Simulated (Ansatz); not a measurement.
**Ca3Fe, from a guessed structure to a relaxed one**

This structure for Ca3Fe is made up. Its elements were placed in a known structure type with a cell scaled to their sizes. What cell does the guess relax to, and how far off was it?

Method: DFT, PBEsol, plane-wave PAW, files of the set soft_1, scalar-relativistic, ferromagnetic start, cell and ions relaxed at zero pressure; PAW set soft_1, in Ansatz 0.2.0.

## 1. Starting point

It takes space group P6_3/mmc (No. 194, hexagonal). The conventional cell has a = 7.132 Å, b = 7.132 Å, c = 5.558 Å, α = 90.00°, β = 90.00°, γ = 120.00°. Nearest to Fe lie 12 Ca at 3.45 to 3.57 Å. Ca has 4 Fe at 3.45 to 3.57 Å and 8 Ca at 3.46 to 3.58 Å nearest. Farther neighbours are not listed.

## 2. Relaxation of the guess

The guessed cell has no reason to be at equilibrium. It is relaxed with the atoms, within the space group of the guess.

File input.yaml:

```yaml
crystal:
  lattice:
    - [7.132, 0.0, 0.0]
    - [-3.566, 6.17649318, 0.0]
    - [0.0, 0.0, 5.558]
  atoms:
    - { symbol: Fe, position: [0.666666667, 0.333333333, 0.75], spin: 3.0 }
    - { symbol: Fe, position: [0.333333333, 0.666666667, 0.25], spin: 3.0 }
    - { symbol: Ca, position: [0.66519999, 0.832599995, 0.75] }
    - { symbol: Ca, position: [0.832599995, 0.167400005, 0.25] }
    - { symbol: Ca, position: [0.167400005, 0.33480001, 0.75] }
    - { symbol: Ca, position: [0.33480001, 0.167400005, 0.25] }
    - { symbol: Ca, position: [0.167400005, 0.832599995, 0.75] }
    - { symbol: Ca, position: [0.832599995, 0.66519999, 0.25] }
magnetization:
  spin_polarized: true
kpoints:
  mp_grid: { grid: [5, 5, 5] }
scf:
  occupations: { method: fermi_dirac, width: 0.05 }
hamiltonian:
  xc: pbesol
  pseudopotentials: { kind: paw, azcp: { folder: soft_1 }, xc_functional: pbe }
relax:
  f_tol: 0.015
  max_steps: 70
  cell: {}
output:
  forces: true
  stress: true
```

Run with:

```console
ansatz run input.yaml --threads 4 --pin off --max-ram 10240MiB --backend cpu --events-out ev --progress --plain --runs-dir out
```

Numbers of over 12 decimals in the logs are rounded to 6 here.

The program printed:

```text
Engine: ansatz 0.2.0, aarch64-unknown-linux-gnu
Pseudopotentials: kind: paw
Pseudopotential: Fe, paw, valence charge 16, recommended cutoff 420 eV (normal), soft_1/Fe.paw.azcp
Pseudopotential: Ca, paw, valence charge 10, recommended cutoff 420 eV (normal), soft_1/Ca.paw.azcp
Functional definition: PBEsol
  exchange = pbesol_x
  correlation = pbesol_c
Crystal: 8 atoms, lattice volume = 244.834 Å³
Basis set: ecut = 420 eV, 4741 PW (Γ), exchange–correlation on 96×96×80 points (8 copies of the dense FFT grid, shifted against one another)
Bands: 59, of which v1, the nominal top of the filled ones, is band 46 counted from 1 (45 counted from 0)
Symmetry: 24 space group operations
Space group: P63/mmc (ITA 194), of the structure as read, at distance tolerance 6.3e-5 Å
Magnetic group: BNS 194.263 (UNI 1493), of the structure as read, at distance tolerance 6.3e-5 Å
k-points: 15 of 125
Non-local potential: Fe, projectors of the file, l = 0: 3, l = 1: 2, l = 2: 3, l = 3: 1
Non-local potential: Ca, projectors of the file, l = 0: 3, l = 1: 2, l = 2: 2
PAW form: soft (Blöchl's): semilocal exchange-correlation on the pseudo side does not see the compensation charge
PAW frozen core: Fe, regenerated for the run's functional, and the local potential with it (the file was generated under x = pbe(κ = 0.804, μ = 0.219515), c = pbe(β = 0.066725))
PAW frozen core: Ca, regenerated for the run's functional, and the local potential with it (the file was generated under x = pbe(κ = 0.804, μ = 0.219515), c = pbe(β = 0.066725))
PAW one-centre angular grid: Fe, 590 points (default); XC on 64 Gauss nodes
PAW one-centre angular grid: Ca, 110 points (default); XC on 64 Gauss nodes
Initial density: superposition of atomic densities (chi_scale 0.1, normalization cell, long waves kept (reshape's long-wave potential 0.02 eV rms))
Starting moments: Σ|m| = 6 μB on 2 of 8 sites
Initial wavefunctions: pseudopotential atomic-orbital guess
Functional: x = pbesol(κ = 0.804, μ = 0.123457), c = pbesol(β = 0.046)
SCF iter   1: F=—  HF=-19657.962113 eV  |F-HF|=—  |Δ(HF+E_count)|=         —  Δρ=5.96e-2 (↑2.51e-2 ↓5.96e-2)  dr2=3.04e1  dr2_m=7.19e-1  M=5.760 μB ∫|m|=8.541 μB  β_m=0.30  ethr=3.10e-3  ⟨swp⟩=12.7  Hψ=9133  notcnv=0
Mixer restart at iter 1: flushing history
preconditioner: auto → Kerker (q_TF=auto, 2.318 Å⁻¹)  [metal: Δε(μ)=0.011 eV  Ē_g=2.437 eV  σ=0.050 eV  W_gap=0.05  n_scr=46 (ndim 8)  ℏωp=12.6 eV  f_vac=0.000  D(μ)=19.42/eV (n_scr^D=216)]
spin=Collinear: Kerker preconditioning applied to the charge; magnetization (m = ρ↑ − ρ↓) channel mixes plain (no charge-response kernel on spin).
SCF iter   2: F=—  HF=-19655.543545 eV  |F-HF|=—  |Δ(HF+E_count)|=    2.42e0  Δρ=2.08e-2 (↑2.08e-2 ↓1.62e-2)  dr2=4.08e0  dr2_m=5.22e-1  M=5.894 μB ∫|m|=7.938 μB  β_m=0.32  ethr=3.10e-3  ⟨swp⟩=3.6  Hψ=4517  notcnv=0  defer=13
SCF iter   3: F=—  HF=-19655.259975 eV  |F-HF|=—  |Δ(HF+E_count)|=   2.84e-1  Δρ=1.12e-2 (↑1.12e-2 ↓9.89e-3)  dr2=1.80e0  dr2_m=1.54e-1  M=5.726 μB ∫|m|=7.973 μB  β_m=0.46  ethr=3.10e-3  ⟨swp⟩=2.0  Hψ=2593  notcnv=0  defer=15
SCF iter   4: F=—  HF=-19655.384344 eV  |F-HF|=—  |Δ(HF+E_count)|=   1.24e-1  Δρ=8.72e-3 (↑2.59e-3 ↓8.72e-3)  dr2=2.44e-1  dr2_m=3.27e-2  M=5.208 μB ∫|m|=7.894 μB  β_m=0.73  ethr=1.96e-3  ⟨swp⟩=2.8  Hψ=2780  notcnv=0  defer=15
SCF iter   5: F=—  HF=-19655.694750 eV  |F-HF|=—  |Δ(HF+E_count)|=         —  Δρ=7.83e-3 (↑1.21e-3 ↓7.83e-3)  dr2=1.94e-1  dr2_m=3.66e-2  M=4.722 μB ∫|m|=7.719 μB  β_m=0.73  ethr=2.66e-4  ⟨swp⟩=3.0  Hψ=2836  notcnv=0  defer=22
Mixer restart at iter 5: flushing history
SCF iter   6: F=—  HF=-19655.825216 eV  |F-HF|=—  |Δ(HF+E_count)|=   1.30e-1  Δρ=5.93e-3 (↑5.93e-3 ↓2.14e-3)  dr2=4.99e-2  dr2_m=2.03e-2  M=4.575 μB ∫|m|=7.770 μB  β_m=0.72  ethr=2.11e-4  ⟨swp⟩=3.1  Hψ=3919  notcnv=0  defer=30
SCF iter   7: F=—  HF=-19655.793149 eV  |F-HF|=—  |Δ(HF+E_count)|=   3.21e-2  Δρ=6.10e-3 (↑1.88e-3 ↓6.10e-3)  dr2=1.81e-1  dr2_m=1.12e-2  M=4.493 μB ∫|m|=7.663 μB  β_m=0.36  ethr=5.42e-5  ⟨swp⟩=2.5  Hψ=3904  notcnv=0  defer=40
SCF iter   8: F=—  HF=-19655.790493 eV  |F-HF|=—  |Δ(HF+E_count)|=   2.66e-3  Δρ=1.53e-3 (↑1.53e-3 ↓1.19e-3)  dr2=7.58e-3  dr2_m=9.11e-4  M=4.442 μB ∫|m|=7.741 μB  β_m=0.81  ethr=5.42e-5  ⟨swp⟩=2.8  Hψ=3773  notcnv=0  defer=38
SCF iter   9: F=—  HF=-19655.794499 eV  |F-HF|=—  |Δ(HF+E_count)|=   4.01e-3  Δρ=6.40e-4 (↑2.21e-4 ↓6.40e-4)  dr2=5.85e-4  dr2_m=2.73e-4  M=4.485 μB ∫|m|=7.765 μB  β_m=0.91  ethr=8.24e-6  ⟨swp⟩=2.1  Hψ=3602  notcnv=0  defer=39
SCF iter  10: F=—  HF=-19655.794949 eV  |F-HF|=—  |Δ(HF+E_count)|=   4.50e-4  Δρ=1.08e-4 (↑3.85e-5 ↓1.08e-4)  dr2=2.54e-5  dr2_m=7.74e-6  M=4.481 μB ∫|m|=7.782 μB  β_m=0.95  ethr=6.36e-7  ⟨swp⟩=2.1  Hψ=3224  notcnv=0  defer=39
SCF iter  11: F=—  HF=-19655.794965 eV  |F-HF|=—  |Δ(HF+E_count)|=   1.58e-5  Δρ=7.84e-5 (↑1.48e-5 ↓7.84e-5)  dr2=2.90e-5  dr2_m=3.02e-6  M=4.483 μB ∫|m|=7.783 μB  β_m=0.98  ethr=2.77e-8  ⟨swp⟩=2.5  Hψ=3292  notcnv=0  defer=39
SCF iter  12: F=—  HF=-19655.794967 eV  |F-HF|=—  |Δ(HF+E_count)|=   2.60e-6  Δρ=1.28e-5 (↑1.28e-5 ↓1.25e-5)  dr2=8.87e-7  dr2_m=1.21e-7  M=4.484 μB ∫|m|=7.782 μB  β_m=0.99  ethr=2.77e-8  ⟨swp⟩=2.0  Hψ=2213  notcnv=0  defer=39
SCF iter  13: F=—  HF=-19655.794967 eV  |F-HF|=—  |Δ(HF+E_count)|=   6.28e-8  Δρ=9.70e-6 (↑1.89e-6 ↓9.70e-6)  dr2=2.19e-7  dr2_m=6.47e-8  M=4.485 μB ∫|m|=7.781 μB  β_m=0.99  ethr=9.64e-10  ⟨swp⟩=2.0  Hψ=3187  notcnv=0  defer=39
SCF iter  14: F=—  HF=-19655.794967 eV  |F-HF|=—  |Δ(HF+E_count)|=   7.89e-8  Δρ=1.68e-6 (↑8.50e-7 ↓1.68e-6)  dr2=6.50e-9  dr2_m=1.65e-9  M=4.485 μB ∫|m|=7.781 μB  β_m=1.00  ethr=2.38e-10  ⟨swp⟩=2.0  Hψ=2204  notcnv=0  defer=39
SCF iter  15: F=-19655.794967 eV  HF=-19655.794967 eV  |F-HF|=2.52e-8  |Δ(HF+E_count)|=   6.62e-9  Δρ=2.50e-6 (↑5.19e-7 ↓2.50e-6)  dr2=2.82e-8  dr2_m=3.08e-9  M=4.485 μB ∫|m|=7.781 μB  ethr=7.07e-12  ⟨swp⟩=1.0  Hψ=5058  notcnv=0
SCF 1 converged in 15 iterations: F = -19655.794967 eV  dr2 = 2.82e-8
  greatest PAW one-centre occupation: 1.002 electrons in one spin orbital (limit 2), on the Fe atom at site 1 (counted from 0), in its partial waves of l = 1
relax step   1: F+E_penalty+E_count = -19655.79496741 eV  Δ(F+E_penalty+E_count) = +0.000e0 eV  max|allowed force component| = 7.436e-1 eV/Å  Δτ_max = 0.0000 Å  P = -1.240 GPa  Ω = 244.834 Å³  (15 SCF iters, dr2 threshold 1.00e-7 eV, accepted)
Crystal: 8 atoms, lattice volume = 236.435 Å³
Basis set: ecut = 420 eV, 4609 PW (Γ), exchange–correlation on 96×96×80 points (8 copies of the dense FFT grid, shifted against one another)
Initial density: handed on by an earlier stage of this run
[...]
relax step   5: F+E_penalty+E_count = -19656.14727361 eV  Δ(F+E_penalty+E_count) = -1.271e-3 eV  max|allowed force component| = 4.892e-3 eV/Å  Δτ_max = 0.0058 Å  P = +0.044 GPa  Ω = 228.344 Å³  energy of the carried Pulay correction = +1.107e-3 eV  (9 SCF iters, dr2 threshold 3.51e-8 eV, accepted)
[...]
relax step   6: F+E_penalty+E_count = -19656.14744295 eV  Δ(F+E_penalty+E_count) = -1.693e-4 eV  max|allowed force component| = 3.556e-4 eV/Å  Δτ_max = 0.0022 Å  P = -0.001 GPa  Ω = 228.760 Å³  energy of the carried Pulay correction = +1.078e-3 eV  (9 SCF iters, dr2 threshold 1.10e-8 eV, accepted)
Basis set: ecut = 420 eV, 4463 PW (Γ), exchange–correlation on 96×96×72 points (8 copies of the dense FFT grid, shifted against one another)
Initial wavefunctions: pseudopotential atomic-orbital guess (no wavefunctions were taken with the density)
iter 1 solved again at ethr=2.39e-7 eV; its pass at ethr=3.10e-3 eV (dr2=2.20e-4 eV) is discarded
SCF iter   1: F=—  HF=-19656.146097 eV  |F-HF|=—  |Δ(HF+E_count)|=         —  Δρ=8.82e-5 (↑2.91e-5 ↓8.82e-5)  dr2=2.78e-5  dr2_m=2.58e-6  M=3.695 μB ∫|m|=7.629 μB  β_m=0.65  ethr=2.39e-7  ⟨swp⟩=3.1  Hψ=12761  notcnv=0
preconditioner: auto → Kerker (q_TF=auto, 1.741 Å⁻¹)  [metal: Δε(μ)=0.008 eV  Ē_g=2.848 eV  σ=0.050 eV  W_gap=0.04  n_scr=20 (ndim 8)  ℏωp=13.0 eV  f_vac=0.000  D(μ)=13.16/eV (n_scr^D=136)]
spin=Collinear: Kerker preconditioning applied to the charge; magnetization (m = ρ↑ − ρ↓) channel mixes plain (no charge-response kernel on spin).
SCF iter   2: F=—  HF=-19656.146192 eV  |F-HF|=—  |Δ(HF+E_count)|=   9.51e-5  Δρ=3.48e-5 (↑3.48e-5 ↓2.63e-5)  dr2=6.40e-7  dr2_m=1.64e-6  M=3.696 μB ∫|m|=7.630 μB  β_m=0.58  ethr=3.02e-8  ⟨swp⟩=2.0  Hψ=2234  notcnv=0
SCF iter   3: F=—  HF=-19656.146195 eV  |F-HF|=—  |Δ(HF+E_count)|=   3.24e-6  Δρ=2.13e-5 (↑2.13e-5 ↓6.14e-6)  dr2=9.53e-7  dr2_m=1.61e-7  M=3.695 μB ∫|m|=7.629 μB  β_m=0.50  ethr=6.96e-10  ⟨swp⟩=2.6  Hψ=3318  notcnv=0
SCF iter   4: F=—  HF=-19656.146194 eV  |F-HF|=—  |Δ(HF+E_count)|=   1.24e-6  Δρ=1.04e-5 (↑2.32e-6 ↓1.04e-5)  dr2=4.20e-7  dr2_m=5.03e-8  M=3.695 μB ∫|m|=7.629 μB  β_m=0.75  ethr=6.96e-10  ⟨swp⟩=2.0  Hψ=3211  notcnv=0
SCF iter   5: F=—  HF=-19656.146196 eV  |F-HF|=—  |Δ(HF+E_count)|=   1.68e-6  Δρ=1.50e-5 (↑3.63e-6 ↓1.50e-5)  dr2=6.21e-7  dr2_m=1.73e-7  M=3.695 μB ∫|m|=7.629 μB  β_m=0.88  ethr=4.56e-10  ⟨swp⟩=2.0  Hψ=2199  notcnv=0
SCF iter   6: F=—  HF=-19656.146199 eV  |F-HF|=—  |Δ(HF+E_count)|=   3.35e-6  Δρ=3.97e-6 (↑3.97e-6 ↓2.96e-6)  dr2=1.70e-8  dr2_m=1.89e-8  M=3.693 μB ∫|m|=7.627 μB  β_m=0.81  ethr=4.56e-10  ⟨swp⟩=3.0  Hψ=3670  notcnv=0
SCF iter   7: F=—  HF=-19656.146199 eV  |F-HF|=—  |Δ(HF+E_count)|=   3.83e-8  Δρ=1.65e-6 (↑2.43e-7 ↓1.65e-6)  dr2=6.36e-9  dr2_m=1.79e-9  M=3.693 μB ∫|m|=7.627 μB  β_m=0.85  ethr=1.85e-11  ⟨swp⟩=2.5  Hψ=3284  notcnv=0
SCF iter   8: F=—  HF=-19656.146199 eV  |F-HF|=—  |Δ(HF+E_count)|=   3.16e-8  Δρ=2.79e-7 (↑1.60e-7 ↓2.79e-7)  dr2=4.23e-10  dr2_m=6.14e-11  M=3.693 μB ∫|m|=7.627 μB  β_m=0.92  ethr=6.92e-12  ⟨swp⟩=3.0  Hψ=3635  notcnv=0
SCF iter   9: F=—  HF=-19656.146199 eV  |F-HF|=—  |Δ(HF+E_count)|=  9.46e-10  Δρ=1.03e-7 (↑7.13e-8 ↓1.03e-7)  dr2=1.25e-11  dr2_m=1.39e-11  M=3.693 μB ∫|m|=7.627 μB  β_m=0.96  ethr=1.00e-12  ⟨swp⟩=2.3  Hψ=2740  notcnv=0
SCF iter  10: F=—  HF=-19656.146199 eV  |F-HF|=—  |Δ(HF+E_count)|=  9.09e-11  Δρ=4.09e-8 (↑3.26e-8 ↓4.09e-8)  dr2=4.40e-12  dr2_m=2.22e-12  M=3.693 μB ∫|m|=7.627 μB  β_m=0.98  ethr=1.00e-12  ⟨swp⟩=1.4  Hψ=1804  notcnv=0
SCF iter  11: F=-19656.146199 eV  HF=-19656.146199 eV  |F-HF|=7.28e-12  |Δ(HF+E_count)|=  2.18e-11  Δρ=4.18e-8 (↑8.85e-9 ↓4.18e-8)  dr2=6.56e-12  dr2_m=6.59e-13  M=3.693 μB ∫|m|=7.627 μB  ethr=1.00e-12  ⟨swp⟩=2.7  Hψ=4136  notcnv=0
SCF 7 converged in 11 iterations: F = -19656.146199 eV  dr2 = 6.56e-12
relax step   7: F+E_penalty+E_count = -19656.14619893 eV  Δ(F+E_penalty+E_count) = +1.244e-3 eV  max|allowed force component| = 3.707e-4 eV/Å  Δτ_max = 0.0000 Å  P = +0.002 GPa  Ω = 228.760 Å³  stress off target by 4.90e-3 GPa  SCF on the basis re-selected at this cell (its energy is not comparable with the rows above)  (11 SCF iters)
basis re-selected at this cell: Δ(F+E_penalty+E_count) = +1.244e-3 eV, ΔP = +0.003 GPa vs the last step (what re-selecting the basis moved, of the pressure what is left beyond the Pulay correction that the steps carried, after the strain that the cell walked since its last selection, with what the two solves' SCF thresholds leave and, on support functions, any second-order correction that the steps lacked; it is no measure of the basis error at this ecutwfc). The dense FFT grid was sized anew with the basis: this SCF ran on 48×48×36 points, the steps before it on 48×48×40, so part of this shift can come from that change (see relax.cell in the input reference). [rest of the remark cut]
SCF converged after 11 iterations
Magnetization: 3.6928 μB (47.8464 up, 44.1536 down)
Absolute magnetization: 7.6267 μB (∫|ρ↑−ρ↓|, with the PAW one-centre terms)
Spin contamination: 1.5526 ħ² per cell (⟨S²⟩ above its minimum at these occupations)
Per-site moments (μB) at R_I (Å): [(2.796820, 1.347303), (2.796820, 1.347303), (-0.149291, 1.347303), (-0.149291, 1.347303), (-0.149291, 1.347303), (-0.149291, 1.347303), (-0.149291, 1.347303), (-0.149291, 1.347303)]
Free energy (F): -19656.146199 eV
Harris-Foulkes:  -19656.146199 eV  (|F-HF|=7.28e-12)
Internal energy: -19656.038331 eV  (E = F + TS)
E sigma→0 (E₀):  -19656.092265 eV
Entropy (-TS):   -0.107868 eV (-13.483 meV/atom)
Fermi energy:    7.411040 eV
--- Per-component energies (eV) ---
  E_band       = -1633.883433
  E_kinetic    = 2176.154961
  E_local      = -11256.665064  (includes V_loc(G=0)·N_el)
  E_nonlocal   = 1142.751510
  E_hartree    = 4308.717982
  E_xc         = -968.877123
  E_vxc        = -1217.508012  (∫ρ·V_xc dr)
  E_paw        = -7771.097171  (= ΣΔE_a)
  E_vpaw       = -1096.050547  (= ΣTr[D̂ρ^β])
  E_aug_tail   = -0.001987  (compensation charges beyond the density's cutoff)
  E_ewald      = -7288.092610
  E_core_change = 1.071171  (= ΣΔE_core)
  E_smearing   = -0.107868  (= −TS)
  E_closure    = 0.000000  (closes the sum)
  Σ components = -19656.146199   (vs F -19656.146199, Δ=0.00e0)
--- Forces (eV/Å), atoms counted from 1 ---
  atom   1  Fe     0.00000000     0.00000000     0.00000000
  atom   2  Fe    -0.00000000    -0.00000000    -0.00000000
  atom   3  Ca     0.00032105     0.00018536     0.00000000
  atom   4  Ca     0.00032105    -0.00018536    -0.00000000
  atom   5  Ca    -0.00000000    -0.00037072    -0.00000000
  atom   6  Ca    -0.00032105    -0.00018536    -0.00000000
  atom   7  Ca    -0.00032105     0.00018536     0.00000000
  atom   8  Ca     0.00000000     0.00037072     0.00000000
  max |Σ_I F_I| component: 5.42e-19 eV/Å
--- Stress (GPa, compression-positive) ---
        0.004900      -0.000000       0.000000
       -0.000000       0.004900       0.000000
        0.000000       0.000000      -0.002837
  P = ⅓ Tr σ = 0.0023 GPa (0.023 kbar)
--- Relaxed structure (6 steps of the walk, 6 accepted, 1 SCFs on fresh bases) ---
  F+E_penalty+E_count = -19656.14619893 eV   max|allowed force component| = 3.707e-4 eV/Å   (the final SCF, on the basis selected at the relaxed cell)
  cell:  # Å, volume = 228.7605 Å³
    - [7.047788, 0, 0]
    - [-3.523894, 6.103564, 0]
    - [0, 0, 5.317954]
  atoms:
    - { symbol: Fe, position: [0.666667, 0.333333, 0.75] }
    - { symbol: Fe, position: [0.333333, 0.666667, 0.250000] }
    - { symbol: Ca, position: [0.644102, 0.822051, 0.75] }
    - { symbol: Ca, position: [0.822051, 0.177949, 0.250000] }
    - { symbol: Ca, position: [0.177949, 0.355898, 0.75] }
    - { symbol: Ca, position: [0.355898, 0.177949, 0.250000] }
    - { symbol: Ca, position: [0.177949, 0.822051, 0.75] }
    - { symbol: Ca, position: [0.822051, 0.644102, 0.250000] }
```

It took 53 s on 4 threads of Arm Neoverse V2, shared host; peak memory 0.83 GiB; 3.4 min of CPU time.

Relaxation path:

```
step  energy less that of the first step (eV)  largest force component (eV/Å)  pressure (GPa)  volume (Å³)
   1                                   0.0000                          0.7436           -1.24       244.83
   2                                  -0.2622                          0.3416           -0.70       236.43
   3                                  -0.3426                          0.0279           -0.33       232.09
   4                                  -0.3510                          0.0237            0.00       228.76
   5                                  -0.3523                          0.0049            0.04       228.34
   6                                  -0.3525                          0.0004            0.00       228.76
  7*                                  -0.3512                          0.0004            0.00       228.76
```

Relaxation steps marked * repeat the geometry before them on a plane-wave basis chosen anew for their cell, so energy and pressure can jump there.

Forces are held to the 24 operations that the run works with; a distortion that breaks them can't arise in this run.

```
conventional cell, symmetrised  before  after  change
                         a (Å)   7.132  7.048  -1.2 %
                         b (Å)   7.132  7.048  -1.2 %
                         c (Å)   5.558  5.318  -4.3 %
              volume (Å³/atom)   30.60  28.60  -6.6 %
```

The atoms that moved most (Å, as changes of fractional coordinates times the final cell):

```
atom      dx      dy     dz  length
 Ca4  -0.112   0.064  0.000   0.129
 Ca8   0.000  -0.129  0.000   0.129
 Ca7   0.112  -0.064  0.000   0.129
 Ca6   0.112   0.064  0.000   0.129
 Ca5   0.000   0.129  0.000   0.129
 Ca3  -0.112  -0.064  0.000   0.129
```

The relaxed structure:

```
Fe Ca
1.0
     7.04779    0.00000    0.00000
    -3.52389    6.10356    0.00000
     0.00000    0.00000    5.31795
Fe Ca
2 6
Direct
  0.66667 0.33333 0.75000
  0.33333 0.66667 0.25000
  0.64410 0.82205 0.75000
  0.82205 0.17795 0.25000
  0.17795 0.35590 0.75000
  0.35590 0.17795 0.25000
  0.17795 0.82205 0.75000
  0.82205 0.64410 0.25000
```

This step gave:

| Quantity | Value |
| --- | --- |
| free energy | -19656.1462 eV |
| energy at zero smearing | -19656.0923 eV |
| smearing term TS | 0.1079 eV |
| Fermi energy | 7.411 eV |
| magnetization | 3.693 μB |
| absolute magnetization | 7.627 μB |
| site moments | 2.797, 2.797, -0.1493, -0.1493, -0.1493, -0.1493, -0.1493, -0.1493 μB |
| electrons | 92 |
| symmetry operations | 24 |
| pressure | 0.002321 GPa |

Site moment by atom:

```
atom  site moment (μB)
 Fe1              2.80
 Fe2              2.80
 Ca3             -0.15
 Ca4             -0.15
 Ca5             -0.15
 Ca6             -0.15
 Ca7             -0.15
 Ca8             -0.15
```

The shortest distance of each pair, which need not be the same contact before and after:

```
 pair  guess (Å)  relaxed (Å)
Ca–Fe      3.453        3.266
Ca–Ca      3.464        3.285
Fe–Fe      4.968        4.861
```

The relaxation ends with a largest force component of 3.7e-4 eV/Å and a pressure of 0.00 GPa.

## 3. Outcome

```json
{
 "space group, relaxed": "P6_3/mmc",
 "conventional cell": "a = 7.048, b = 7.048, c = 5.318 Å; α = 90.0°, β = 90.0°, γ = 120.0°",
 "volume per atom": "28.60 Å³ (guess 30.60)",
 "total moment": "3.69 μB in the cell of 8 atoms"
}
```

**Reading.** Ca3Fe relaxes to P6_3/mmc with a = 7.048, b = 7.048 and c = 5.318 Å. The guessed volume was 7 % too large. The space group P6_3/mmc was held in the relaxation, so the end point is a stationary structure within it and may be a saddle against distortions or other arrangements. The input starts from parallel moments, and no other start was typed. Mesh and cutoff weren't tested. No dispersion term is used, so weakly bound directions may come out too long. Nothing here tests whether the compound is stable against decomposition.

[Logs are printed without paths, hosts, clocks, repeated set-up lines and the standing remarks that a program may print on its own settings, such as how far it seeks lower states.]

[Hosts, paths, dates, database ids (printed as entryN), source tags and the programs' standing remarks are cut or masked in the printed files.]
